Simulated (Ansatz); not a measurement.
In doubt: masses and optical values from hybrid runs of this build are listed as unsure, which bears on the screening that GW takes from such a start; one-shot GW on d or f shells is unsure, so the values of those runs are not to be relied on.

Rows from a G0W0 calculation on Cs2AgBiBr6 (Fm-3m) (Ansatz 0.2.0; G0W0 on PBE0, plane waves, PAW; 2×2×2 mesh, 1057 empty bands, screening to 120 eV), in eV. Spin-orbit coupling is left out.

```csv
row,Σx,Σc,Vxc,Z
A,-18.86,1.33,-17.27,0.81
B,-11.85,-3.33,-15.34,0.81
C,-10.07,-3.35,-13.53,0.82
D,-22.34,2.44,-19.65,0.79
E,-23.33,1.71,-21.52,0.81
F,-9.44,-3.35,-12.85,0.83
```

Question: Which rows are filled states and which are empty ones, and how can one tell?

Filled: A, D and E. Empty: B, C and F. The sign of Σc tells: for a filled state bare exchange, which holds its interaction with itself, lies below Vxc (Σx − Vxc is -1.6 eV or lower here) and screening gives part back as a positive Σc. For an empty state Σx lies above Vxc (+3.4 eV or more) and the Coulomb hole leaves Σc negative.

[Paths, hosts, dates, memory and timing lines, banners, echoed tables and standing remarks are left out of the program output.]

[Logs are printed without paths, hosts, clocks, repeated set-up lines and the standing remarks that a program may print on its own settings, such as how far it seeks lower states.]

[Runs of the session that timed out or met a known fault of the program may be left out.]

[Cells called generated may have been cut or substituted from an entry of the Crystallography Open Database or the Materials Project.]

[Hosts, paths, dates, database ids (printed as entryN), source tags and the programs' standing remarks are cut or masked in the printed files.]
